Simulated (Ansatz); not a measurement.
# As (R-3m, 2 atoms in the cell): modes against uniaxial strain along c

Wanted: the shifts of the zone-centre modes of As (R-3m, 2 atoms in the cell) with strain.

Program: Ansatz 0.2.0. Level of theory: DFT PBEsol, scalar-relativistic, plane waves, PAW; PAW set soft_1. Results are calculated unless marked as measured.

The database entry behind the starting cell differs from later determinations by our own check (old inner coordinate), so it need not match the best structure at ambient conditions.

## Step 1: Set-up

Symmetry: R-3m, No. 166, trigonal system. The conventional cell has a = 3.762 Å, b = 3.762 Å, c = 10.542 Å, α = 90.00°, β = 90.00°, γ = 120.00°. As has 3 As at 2.51 Å nearest.

## Step 2: Bringing the structure to rest

Harmonic phonons are second derivatives at a point where the forces vanish, and they are wanted at zero stress, so atoms and cell are relaxed first.

The input, input.yaml:

```yaml
crystal:
  lattice:
    - [1.8807968987, 1.0858785957, 3.5140619945]
    - [-1.8807968987, 1.0858785957, 3.5140619945]
    - [0.0, -2.1717571915, 3.5140619945]
  atoms:
    - { symbol: As, position: [0.774, 0.774, 0.774] }
    - { symbol: As, position: [0.226, 0.226, 0.226] }
kpoints:
  mp_grid: { grid: [15, 15, 15] }
hamiltonian:
  xc: pbesol
  pseudopotentials: { kind: paw, azcp: { folder: soft_1 }, xc_functional: pbe }
scf:
  occupations: { method: gaussian, width: 0.1 }
output:
  forces: true
  stress: true
  eigenvalues: true
relax:
  adjacent_minimum: "off"
  f_tol: 0.005
  max_steps: 80
  cell: { stress_tol: 0.05 }
```

The run is started by

```console
$ ansatz run input.yaml --threads 4 --pin off --max-ram 10240MiB --backend cpu --events-out ev --progress --plain --runs-dir out
```

Numbers of over 12 decimals in the logs are rounded to 6 here.

Log:

```text
Engine: ansatz 0.2.0, x86_64-unknown-linux-gnu
Pseudopotentials: kind: paw
Pseudopotential: As, paw, valence charge 15, recommended cutoff 420 eV (normal), soft_1/As.paw.azcp
Functional definition: PBEsol
  exchange = pbesol_x
  correlation = pbesol_c
Crystal: 2 atoms, lattice volume = 43.061 Å³
Basis set: ecut = 420 eV, 845 PW (Γ), exchange–correlation on 60×60×60 points (8 copies of the dense FFT grid, shifted against one another)
Bands: 19, of which v1, the nominal top of the filled ones, is band 15 counted from 1 (14 counted from 0)
Symmetry: 12 space group operations
Space group: R-3m (ITA 166), of the structure as read, at distance tolerance 3.5e-5 Å
k-points: 344 of 3375
Non-local potential: As, projectors of the file, l = 0: 2, l = 1: 2, l = 2: 3, l = 3: 1
PAW form: soft (Blöchl's): semilocal exchange-correlation on the pseudo side does not see the compensation charge
PAW frozen core: As, regenerated for the run's functional, and the local potential with it (the file was generated under x = pbe(κ = 0.804, μ = 0.219515), c = pbe(β = 0.066725))
PAW one-centre angular grid: As, 590 points (default); XC on 64 Gauss nodes
Initial density: superposition of atomic densities (chi_scale 0.1, normalization cell)
Initial wavefunctions: pseudopotential atomic-orbital guess
Functional: x = pbesol(κ = 0.804, μ = 0.123457), c = pbesol(β = 0.046)
SCF iter   1: F=—  HF=-9626.060196 eV  |F-HF|=—  |Δ(HF+E_count)|=         —  Δρ=2.39e-2  dr2=1.56e-1  ethr=3.10e-3  ⟨swp⟩=5.2  Hψ=30736  notcnv=0
preconditioner: auto → Kerker (q_TF=auto, 2.569 Å⁻¹)  [metal: Δε(μ)=0.026 eV  Ē_g=10.260 eV  σ=0.100 eV  W_gap=0.15  n_scr=14 (ndim 8)  ℏωp=17.9 eV  f_vac=0.000  D(μ)=0.17/eV (n_scr^D=0)]
SCF iter   2: F=—  HF=-9626.047940 eV  |F-HF|=—  |Δ(HF+E_count)|=   1.23e-2  Δρ=1.51e-2  dr2=6.70e-2  ethr=5.20e-4  ⟨swp⟩=2.0  Hψ=10119  notcnv=0
SCF iter   3: F=—  HF=-9626.038177 eV  |F-HF|=—  |Δ(HF+E_count)|=   9.76e-3  Δρ=1.83e-3  dr2=1.88e-3  ethr=2.23e-4  ⟨swp⟩=2.0  Hψ=7901  notcnv=0
SCF iter   4: F=—  HF=-9626.038526 eV  |F-HF|=—  |Δ(HF+E_count)|=   3.49e-4  Δρ=7.04e-4  dr2=2.22e-4  ethr=6.28e-6  ⟨swp⟩=2.0  Hψ=11698  notcnv=0
SCF iter   5: F=—  HF=-9626.038285 eV  |F-HF|=—  |Δ(HF+E_count)|=   2.41e-4  Δρ=3.54e-4  dr2=5.96e-5  ethr=7.41e-7  ⟨swp⟩=2.0  Hψ=11458  notcnv=0
SCF iter   6: F=—  HF=-9626.038322 eV  |F-HF|=—  |Δ(HF+E_count)|=   3.66e-5  Δρ=1.01e-4  dr2=4.07e-6  ethr=1.99e-7  ⟨swp⟩=2.2  Hψ=11418  notcnv=0
SCF iter   7: F=—  HF=-9626.038321 eV  |F-HF|=—  |Δ(HF+E_count)|=   8.07e-7  Δρ=2.63e-5  dr2=1.29e-7  ethr=1.36e-8  ⟨swp⟩=2.0  Hψ=11700  notcnv=0
SCF iter   8: F=-9626.038321 eV  HF=-9626.038321 eV  |F-HF|=4.21e-9  |Δ(HF+E_count)|=   1.34e-7  Δρ=5.84e-6  dr2=1.21e-8  ethr=3.33e-10  ⟨swp⟩=5.0  Hψ=29860  notcnv=0
SCF 1 converged in 8 iterations: F = -9626.038321 eV  dr2 = 1.21e-8
  greatest PAW one-centre occupation: 0.999 electrons in one spin orbital (limit 2), on the As atom at site 1 (counted from 0), in its partial waves of l = 2
relax step   1: F+E_penalty+E_count = -9626.03832105 eV  Δ(F+E_penalty+E_count) = +0.000e0 eV  max|allowed force component| = 3.683e-1 eV/Å  Δτ_max = 0.0000 Å  P = +0.383 GPa  Ω = 43.061 Å³  (8 SCF iters, dr2 threshold 1.00e-7 eV, accepted)
Crystal: 2 atoms, lattice volume = 41.253 Å³
Basis set: ecut = 420 eV, 809 PW (Γ), exchange–correlation on 60×60×60 points (8 copies of the dense FFT grid, shifted against one another)
Initial density: handed on by an earlier stage of this run
Initial wavefunctions: those handed on with the density
iter 1 solved again at ethr=1.40e-5 eV; its pass at ethr=3.10e-3 eV (dr2=4.19e-3 eV) is discarded
SCF iter   1: F=—  HF=-9626.047562 eV  |F-HF|=—  |Δ(HF+E_count)|=         —  Δρ=4.23e-3  dr2=4.18e-3  ethr=1.40e-5  ⟨swp⟩=2.1  Hψ=41152  notcnv=0
preconditioner: auto → Kerker (q_TF=auto, 2.587 Å⁻¹)  [metal: Δε(μ)=0.020 eV  Ē_g=10.332 eV  σ=0.100 eV  W_gap=0.11  n_scr=14 (ndim 8)  ℏωp=18.3 eV  f_vac=0.001  D(μ)=0.26/eV (n_scr^D=0)]
SCF iter   2: F=—  HF=-9626.046765 eV  |F-HF|=—  |Δ(HF+E_count)|=   7.97e-4  Δρ=2.34e-3  dr2=1.48e-3  ethr=1.39e-5  ⟨swp⟩=1.0  Hψ=6537  notcnv=0
SCF iter   3: F=—  HF=-9626.046455 eV  |F-HF|=—  |Δ(HF+E_count)|=   3.10e-4  Δρ=4.37e-4  dr2=5.54e-5  ethr=4.93e-6  ⟨swp⟩=2.6  Hψ=11782  notcnv=0
SCF iter   4: F=—  HF=-9626.046447 eV  |F-HF|=—  |Δ(HF+E_count)|=   7.82e-6  Δρ=2.03e-4  dr2=1.51e-5  ethr=1.85e-7  ⟨swp⟩=2.0  Hψ=11698  notcnv=0
SCF iter   5: F=—  HF=-9626.046442 eV  |F-HF|=—  |Δ(HF+E_count)|=   4.68e-6  Δρ=6.67e-5  dr2=2.64e-6  ethr=5.04e-8  ⟨swp⟩=2.0  Hψ=9976  notcnv=0
SCF iter   6: F=—  HF=-9626.046442 eV  |F-HF|=—  |Δ(HF+E_count)|=   2.70e-7  Δρ=2.63e-5  dr2=4.39e-7  ethr=8.80e-9  ⟨swp⟩=2.0  Hψ=8103  notcnv=0
SCF iter   7: F=-9626.046442 eV  HF=-9626.046442 eV  |F-HF|=4.75e-9  |Δ(HF+E_count)|=   2.69e-8  Δρ=7.96e-6  dr2=2.28e-8  ethr=6.67e-10  ⟨swp⟩=5.0  Hψ=30293  notcnv=0
SCF 2 converged in 7 iterations: F = -9626.046442 eV  dr2 = 2.28e-8
relax step   2: F+E_penalty+E_count = -9626.04644249 eV  Δ(F+E_penalty+E_count) = -8.121e-3 eV  max|allowed force component| = 1.707e-1 eV/Å  Δτ_max = 0.0557 Å  P = +0.786 GPa  Ω = 41.253 Å³  energy of the carried Pulay correction = +3.361e-4 eV  (7 SCF iters, dr2 threshold 2.00e-7 eV, accepted)
Crystal: 2 atoms, lattice volume = 42.015 Å³
Basis set: ecut = 420 eV, 821 PW (Γ), exchange–correlation on 60×60×60 points (8 copies of the dense FFT grid, shifted against one another)
iter 1 solved again at ethr=9.45e-7 eV; its pass at ethr=3.10e-3 eV (dr2=2.84e-4 eV) is discarded
SCF iter   1: F=—  HF=-9626.055269 eV  |F-HF|=—  |Δ(HF+E_count)|=         —  Δρ=9.64e-4  dr2=3.15e-4  ethr=9.45e-7  ⟨swp⟩=2.0  Hψ=43831  notcnv=0
preconditioner: auto → Kerker (q_TF=auto, 2.579 Å⁻¹)  [metal: Δε(μ)=0.022 eV  Ē_g=10.256 eV  σ=0.100 eV  W_gap=0.12  n_scr=14 (ndim 8)  ℏωp=18.1 eV  f_vac=0.002  D(μ)=0.12/eV (n_scr^D=0)]
SCF iter   2: F=—  HF=-9626.055243 eV  |F-HF|=—  |Δ(HF+E_count)|=   2.66e-5  Δρ=5.88e-4  dr2=1.45e-4  ethr=9.45e-7  ⟨swp⟩=1.0  Hψ=6536  notcnv=0
SCF iter   3: F=—  HF=-9626.055229 eV  |F-HF|=—  |Δ(HF+E_count)|=   1.32e-5  Δρ=1.30e-4  dr2=5.95e-6  ethr=4.85e-7  ⟨swp⟩=2.0  Hψ=8195  notcnv=0
SCF iter   4: F=—  HF=-9626.055230 eV  |F-HF|=—  |Δ(HF+E_count)|=   9.80e-7  Δρ=6.08e-5  dr2=1.44e-6  ethr=1.98e-8  ⟨swp⟩=2.0  Hψ=11697  notcnv=0
SCF iter   5: F=-9626.055230 eV  HF=-9626.055230 eV  |F-HF|=1.04e-8  |Δ(HF+E_count)|=   1.02e-8  Δρ=1.96e-5  dr2=1.48e-7  ethr=6.67e-10  ⟨swp⟩=3.4  Hψ=30469  notcnv=0
SCF 3 converged in 5 iterations: F = -9626.055230 eV  dr2 = 1.48e-7
relax step   3: F+E_penalty+E_count = -9626.05523043 eV  Δ(F+E_penalty+E_count) = -8.788e-3 eV  max|allowed force component| = 6.961e-2 eV/Å  Δτ_max = 0.0128 Å  P = -0.289 GPa  Ω = 42.015 Å³  energy of the carried Pulay correction = +1.927e-4 eV  (5 SCF iters, dr2 threshold 2.00e-7 eV, accepted)
[...]
relax step   4: F+E_penalty+E_count = -9626.05648843 eV  Δ(F+E_penalty+E_count) = -1.258e-3 eV  max|allowed force component| = 8.954e-3 eV/Å  Δτ_max = 0.0006 Å  P = -0.120 GPa  Ω = 41.829 Å³  energy of the carried Pulay correction = +2.274e-4 eV  (5 SCF iters, dr2 threshold 2.00e-7 eV, accepted)
[...]
relax step   5: F+E_penalty+E_count = -9626.05656260 eV  Δ(F+E_penalty+E_count) = -7.417e-5 eV  max|allowed force component| = 2.149e-3 eV/Å  Δτ_max = 0.0017 Å  P = +0.005 GPa  Ω = 41.718 Å³  energy of the carried Pulay correction = +2.482e-4 eV  (4 SCF iters, dr2 threshold 4.69e-8 eV, accepted)
Basis set: ecut = 420 eV, 821 PW (Γ), exchange–correlation on 54×54×54 points (8 copies of the dense FFT grid, shifted against one another)
Initial wavefunctions: pseudopotential atomic-orbital guess (no wavefunctions were taken with the density)
iter 1 solved again at ethr=2.72e-8 eV; its pass at ethr=3.10e-3 eV (dr2=8.15e-6 eV) is discarded
SCF iter   1: F=—  HF=-9626.056373 eV  |F-HF|=—  |Δ(HF+E_count)|=         —  Δρ=4.11e-5  dr2=1.44e-7  ethr=2.72e-8  ⟨swp⟩=2.5  Hψ=46507  notcnv=0
preconditioner: auto → Kerker (q_TF=auto, 2.582 Å⁻¹)  [metal: Δε(μ)=0.033 eV  Ē_g=10.295 eV  σ=0.100 eV  W_gap=0.18  n_scr=14 (ndim 8)  ℏωp=18.2 eV  f_vac=0.001  D(μ)=0.12/eV (n_scr^D=0)]
SCF iter   2: F=—  HF=-9626.056374 eV  |F-HF|=—  |Δ(HF+E_count)|=   6.32e-7  Δρ=2.33e-5  dr2=6.01e-8  ethr=4.81e-10  ⟨swp⟩=2.3  Hψ=11000  notcnv=0
SCF iter   3: F=—  HF=-9626.056374 eV  |F-HF|=—  |Δ(HF+E_count)|=   1.06e-7  Δρ=4.62e-6  dr2=5.08e-9  ethr=2.00e-10  ⟨swp⟩=2.1  Hψ=9061  notcnv=0
SCF iter   4: F=—  HF=-9626.056374 eV  |F-HF|=—  |Δ(HF+E_count)|=  2.36e-10  Δρ=1.63e-6  dr2=9.82e-10  ethr=1.69e-11  ⟨swp⟩=2.0  Hψ=10196  notcnv=0
SCF iter   5: F=—  HF=-9626.056374 eV  |F-HF|=—  |Δ(HF+E_count)|=  5.91e-10  Δρ=3.89e-7  dr2=9.70e-11  ethr=3.27e-12  ⟨swp⟩=3.0  Hψ=11853  notcnv=0
SCF iter   6: F=-9626.056374 eV  HF=-9626.056374 eV  |F-HF|=3.64e-12  |Δ(HF+E_count)|=  3.09e-11  Δρ=1.11e-7  dr2=7.07e-12  ethr=1.00e-12  ⟨swp⟩=5.4  Hψ=28020  notcnv=0
SCF 6 converged in 6 iterations: F = -9626.056374 eV  dr2 = 7.07e-12
relax step   6: F+E_penalty+E_count = -9626.05637379 eV  Δ(F+E_penalty+E_count) = +1.888e-4 eV  max|allowed force component| = 2.257e-3 eV/Å  Δτ_max = 0.0000 Å  P = +0.001 GPa  Ω = 41.718 Å³  stress off target by 1.41e-3 GPa  SCF on the basis re-selected at this cell (its energy is not comparable with the rows above)  (6 SCF iters)
basis re-selected at this cell: Δ(F+E_penalty+E_count) = +1.888e-4 eV, ΔP = -0.004 GPa vs the last step (what re-selecting the basis moved, of the pressure what is left beyond the Pulay correction that the steps carried, after the strain that the cell walked since its last selection, with what the two solves' SCF thresholds leave and, on support functions, any second-order correction that the steps lacked; it is no measure of the basis error at this ecutwfc). The dense FFT grid was sized anew with the basis: this SCF ran on 27×27×27 points, the steps before it on 30×30×30, so part of this shift can come from that change (see relax.cell in the input reference). [rest of the remark cut]
SCF converged after 6 iterations
Free energy (F): -9626.056374 eV
Harris-Foulkes:  -9626.056374 eV  (|F-HF|=3.64e-12)
Internal energy: -9626.055776 eV  (E = F + TS)
E sigma→0 (E₀):  -9626.056075 eV
Entropy (-TS):   -0.000598 eV (-0.299 meV/atom)
Fermi energy:    10.534610 eV
--- Per-component energies (eV) ---
  E_band       = -474.003207
  E_kinetic    = 193.552569
  E_local      = -3781.530207  (includes V_loc(G=0)·N_el)
  E_nonlocal   = -783.117522
  E_hartree    = 2135.596742
  E_xc         = -139.701603
  E_vxc        = -147.062450  (∫ρ·V_xc dr)
  E_paw        = -3942.470579  (= ΣΔE_a)
  E_vpaw       = -227.038995  (= ΣTr[D̂ρ^β])
  E_aug_tail   = -0.000010  (compensation charges beyond the density's cutoff)
  E_ewald      = -3310.318026
  E_core_change = 1.932860  (= ΣΔE_core)
  E_smearing   = -0.000598  (= −TS)
  E_closure    = -0.000000  (closes the sum)
  Σ components = -9626.056374   (vs F -9626.056374, Δ=0.00e0)
--- Forces (eV/Å), atoms counted from 1 ---
  atom   1  As     0.00000000     0.00000000    -0.00225674
  atom   2  As     0.00000000    -0.00000000     0.00225674
  max |Σ_I F_I| component: 1.16e-18 eV/Å
--- Stress (GPa, compression-positive) ---
        0.001412      -0.000000      -0.000000
       -0.000000       0.001412       0.000000
       -0.000000       0.000000      -0.000758
  P = ⅓ Tr σ = 0.0007 GPa (0.007 kbar)
--- Band table (eV; the first three rows and the last of 344) ---
  k-point 0: bands = [... 11 lower, 4.9530, 8.1506, 8.4651, 8.4651, 12.6268, 13.6546, 13.6546, 17.0219]
  k-point 1: bands = [... 11 lower, 4.6931, 8.1764, 8.4343, 8.5111, 12.6858, 13.5071, 13.5569, 16.6585]
  k-point 2: bands = [... 11 lower, 4.0247, 8.1434, 8.3525, 8.7071, 12.6724, 13.1655, 13.2572, 16.1806]
  k-point 343: bands = [... 11 lower, 0.1856, 7.9278, 8.6271, 10.2052, 10.9038, 11.1577, 12.7596, 18.6819]
--- Relaxed structure (5 steps of the walk, 5 accepted, 1 SCFs on fresh bases) ---
  F+E_penalty+E_count = -9626.05637379 eV   max|allowed force component| = 2.257e-3 eV/Å   (the final SCF, on the basis selected at the relaxed cell)
  cell:  # Å, volume = 41.7185 Å³
    - [1.891004, 1.091772, 3.367852]
    - [-1.891004, 1.091772, 3.367852]
    - [0, -2.183543, 3.367852]
  atoms:
    - { symbol: As, position: [0.769824, 0.769824, 0.769824] }
    - { symbol: As, position: [0.230176, 0.230176, 0.230176] }
```

Run time: 49 s. Hardware: 4 threads of Intel Xeon at 2.50GHz (Skylake/Cascade Lake), shared host; peak memory 0.58 GiB; 3 min of CPU time.

Step by step:

```csv
step,energy less that of the first step (eV),largest force component (eV/Å),pressure (GPa),volume (Å³)
1,0.0000,0.3683,0.38,43.06
2,-0.0081,0.1707,0.79,41.25
3,-0.0169,0.0696,-0.29,42.02
4,-0.0182,0.0090,-0.12,41.83
5,-0.0182,0.0021,0.00,41.72
6*,-0.0181,0.0023,0.00,41.72
```

Relaxation steps marked * repeat the geometry before them on a plane-wave basis chosen anew for their cell, so energy and pressure can jump there.

Forces are held to the 12 operations that the run works with; a distortion that breaks them can't arise in this run.

```csv
"conventional cell, symmetrised",before,after,change
a (Å),3.762,3.782,+0.5 %
b (Å),3.762,3.782,+0.5 %
c (Å),10.542,10.104,-4.2 %
volume (Å³/atom),21.53,20.86,-3.1 %
```

The atoms that moved most (Å, as changes of fractional coordinates times the final cell):

```csv
atom,dx,dy,dz,length
As1,0.000,0.000,-0.042,0.042
As2,0.000,0.000,0.042,0.042
```

The relaxed structure:

```xyz
2
Lattice="1.8910 1.0918 3.3679 -1.8910 1.0918 3.3679 0.0000 -2.1835 3.3679" Properties=species:S:1:pos:R:3 pbc="T T T"
As    0.0000    0.0000    7.7780
As    0.0000    0.0000    2.3256
```

Numbers from this step:

| Quantity | Value |
| --- | --- |
| pressure | 6.89e-4 GPa |
| volume per atom | 20.86 Å³ |
| gap on the k-mesh | 0 eV |

In this step the volume went from 21.53 to 20.86 Å³/atom.

## Step 3: Tight relaxation

Phonons need small forces and stress, so the relaxation is finished with tight tolerances on 15×15×15 k points.

input.yaml, the sections that differ from step 2:

```yaml
crystal:
  lattice:
    - [1.8910039289, 1.0917716274, 3.3678516564]
    - [-1.8910039289, 1.0917716274, 3.3678516564]
    - [0.0, -2.1835432548, 3.3678516564]
  atoms:
    - { symbol: As, position: [0.7698241178, 0.7698241178, 0.7698241178] }
    - { symbol: As, position: [0.2301758822, 0.2301758822, 0.2301758822] }
scf:
  occupations: { method: methfessel_paxton, width: 0.2 }
relax:
  adjacent_minimum: "off"
  f_tol: 0.001
  max_steps: 60
  cell: { stress_tol: 0.01 }
# kpoints, hamiltonian, output: as in step 2
```

Log:

```text
[...]
Crystal: 2 atoms, lattice volume = 41.718 Å³
Basis set: ecut = 420 eV, 821 PW (Γ), exchange–correlation on 54×54×54 points (8 copies of the dense FFT grid, shifted against one another)
Bands: 19, of which v1, the nominal top of the filled ones, is band 15 counted from 1 (14 counted from 0)
Symmetry: 12 space group operations
[...]
k-points: 344 of 3375
[...]
k-point 343: bands = [... 11 lower, 0.1870, 7.9320, 8.6314, 10.2071, 10.9068, 11.1586, 12.7619, 18.6908]
--- Relaxed structure (2 steps of the walk, 2 accepted, 1 SCFs on fresh bases) ---
[...]
cell:  # Å, volume = 41.7054 Å³
    - [1.891111, 1.091833, 3.366416]
    - [-1.891111, 1.091833, 3.366416]
    - [0, -2.183667, 3.366416]
  atoms:
    - { symbol: As, position: [0.769787, 0.769787, 0.769787] }
    - { symbol: As, position: [0.230213, 0.230213, 0.230213] }
[key lines of the parts left out:]
SCF converged after 6 iterations
Free energy (F): -9626.055814 eV
Fermi energy:    10.536915 eV
P = ⅓ Tr σ = 0.0027 GPa (0.027 kbar)
```

It took 24 s on 4 threads; peak memory 0.57 GiB.

Little changed from the start: no atom moved by 0.005 Å and no cell edge by 0.1 %.

Numbers from this step:

* pressure: 0.002749 GPa
* volume per atom: 20.85 Å³

The largest force component left is 0.18 meV/Å and the pressure is 0.003 GPa, within the tolerances set. The cell now holds 20.85 Å³/atom.

## Step 4: Zone-centre response at rest

The force constants come from the linear response of the density to a displacement.

The modes at rest are the reference of the series.

input.yaml, the sections that differ from step 3:

```yaml
crystal:
  lattice:
    - [1.8911108989, 1.0918333865, 3.3664164655]
    - [-1.8911108989, 1.0918333865, 3.3664164655]
    - [0.0, -2.1836667731, 3.3664164655]
  atoms:
    - { symbol: As, position: [0.7697872138, 0.7697872138, 0.7697872138] }
    - { symbol: As, position: [0.2302127862, 0.2302127862, 0.2302127862] }
output:
  eigenvalues: true
phonons:
  method: dfpt
# kpoints, hamiltonian, scf: as in step 3
# relax: removed
```

Log:

```text
[...]
Crystal: 2 atoms, lattice volume = 41.705 Å³
Basis set: ecut = 420 eV, 821 PW (Γ), exchange–correlation on 54×54×54 points (8 copies of the dense FFT grid, shifted against one another)
Bands: 19, of which v1, the nominal top of the filled ones, is band 15 counted from 1 (14 counted from 0)
Symmetry: 12 space group operations
k-points: 904 of 3375 (irreducible under 2 space group operations, time reversal used)
[...]
SCF iter   1: F=—  HF=-9626.071439 eV  |F-HF|=—  |Δ(HF+E_count)|=         —  Δρ=2.27e-2  dr2=1.33e-1  ethr=3.10e-3  ⟨swp⟩=5.0  Hψ=78403  notcnv=0
[...]
SCF iter  11: F=-9626.055814 eV  HF=-9626.055814 eV  |F-HF|=1.82e-12  |Δ(HF+E_count)|=  5.46e-12  S|Δr|=    0.00e0  Δρ=6.67e-8  dr2=2.82e-12  ethr=1.00e-12  ⟨swp⟩=5.0  Hψ=73606  notcnv=0
SCF 1 converged in 11 iterations: F = -9626.055814 eV  dr2 = 2.82e-12
[...]
DFPT response loops at Γ: preconditioner auto → Kerker (q_TF=auto, 2.583 Å⁻¹) (partly filled bands, converged f_vac=0.001); β = 1.00, the filter's whole step (`scf.mixing.beta` (0.50) is not read by the response loops under this deck's `scf.mixing.preconditioner`; to damp them name `kerker` or `kerker_dos`, under which they read `scf.mixing.beta`, and type it under 1.00, their step now; both keys bind the ground state too); Broyden in place of MSR1
SCF converged after 11 iterations
[...]
Free energy (F): -9626.055814 eV
[...]
Internal energy: -9626.057203 eV  (E = F + TS)
E sigma→0 (E₀):  -9626.056161 eV
Entropy (-TS):   0.001389 eV (0.694 meV/atom)
Fermi energy:    10.536915 eV
[...]
--- Band table (eV; the first three rows and the last of 904) ---
  k-point 0: bands = [... 11 lower, 4.9602, 8.1572, 8.4688, 8.4688, 12.6359, 13.6614, 13.6614, 17.0229]
  k-point 1: bands = [... 11 lower, 4.6997, 8.1828, 8.4381, 8.5159, 12.6941, 13.5138, 13.5631, 16.6608]
  k-point 2: bands = [... 11 lower, 4.0303, 8.1498, 8.3567, 8.7134, 12.6792, 13.1715, 13.2621, 16.1844]
  k-point 903: bands = [... 11 lower, 0.1870, 7.9320, 8.6314, 10.2071, 10.9068, 11.1586, 12.7619, 18.6908]
--- Phonons (Γ-DFPT): 2 representative perturbations + reference, on 904 of 3375 k-points (Σ response iterations 6) ---
  k mesh reduced under 2 symmetry operations, with k and −k counted as one. Each operation leaves every solved perturbation unchanged. A smaller set is not used because it would not reduce the number of displacements times k-points to solve
  ASR residual: 8.273e-6 → 0.000e0 eV/Å²; symmetrization residual: 9.331e-6 eV/Å²
  ASR residual per site (eV/Å²): 8.27e-6 8.27e-6
  Γ frequencies (cm⁻¹): 0.00 0.00 0.00 164.94 164.94 235.97
  non-analytic LO–TO correction: not included (Born effective charges unavailable; polar crystals: no LO–TO splitting at Γ)
```

It took 2.1 min on 4 threads; peak memory 2.2 GiB.

The column dr2 measures how far the density is from self-consistency, as an energy; F and HF (Harris–Foulkes) agree once it is small.

Numbers from this step:

- sum-rule residual before enforcement: 8.27e-6 eV/Å²
- point group: -3m
- highest optical mode at the zone centre (no LO-TO term): 236.0 cm⁻¹
- lowest optical zone-centre mode: 164.9 cm⁻¹

Patterns of degenerate modes are one choice out of their space. Modes at Γ:

```csv
mode,frequency (cm⁻¹),symmetry
1,0.0,acoustic
2,0.0,acoustic
3,0.0,acoustic
4,164.9,Eg
5,164.9,Eg
6,236.0,A1g
```

Displacements in mode 4 (164.9 cm⁻¹), the largest set to 1:
```
As1  0.00  1.00  0.00
As2  0.00 -1.00  0.00
```

Displacements in mode 6 (236.0 cm⁻¹), the largest set to 1:
```
As1  0.00  0.00 -1.00
As2  0.00  0.00  1.00
```

Before it was imposed, the acoustic sum rule was missed by 8.3e-6 eV/Å². Small misses are needed for a sound result but don't prove that mesh and cutoff are converged. The lowest optical mode is real, 165 cm⁻¹.

(Continued in part 2 of 2.)

[Logs are printed without paths, hosts, clocks, repeated set-up lines and the standing remarks that a program may print on its own settings, such as how far it seeks lower states.]

[Hosts, paths, dates, database ids (printed as entryN), source tags and the programs' standing remarks are cut or masked in the printed files.]
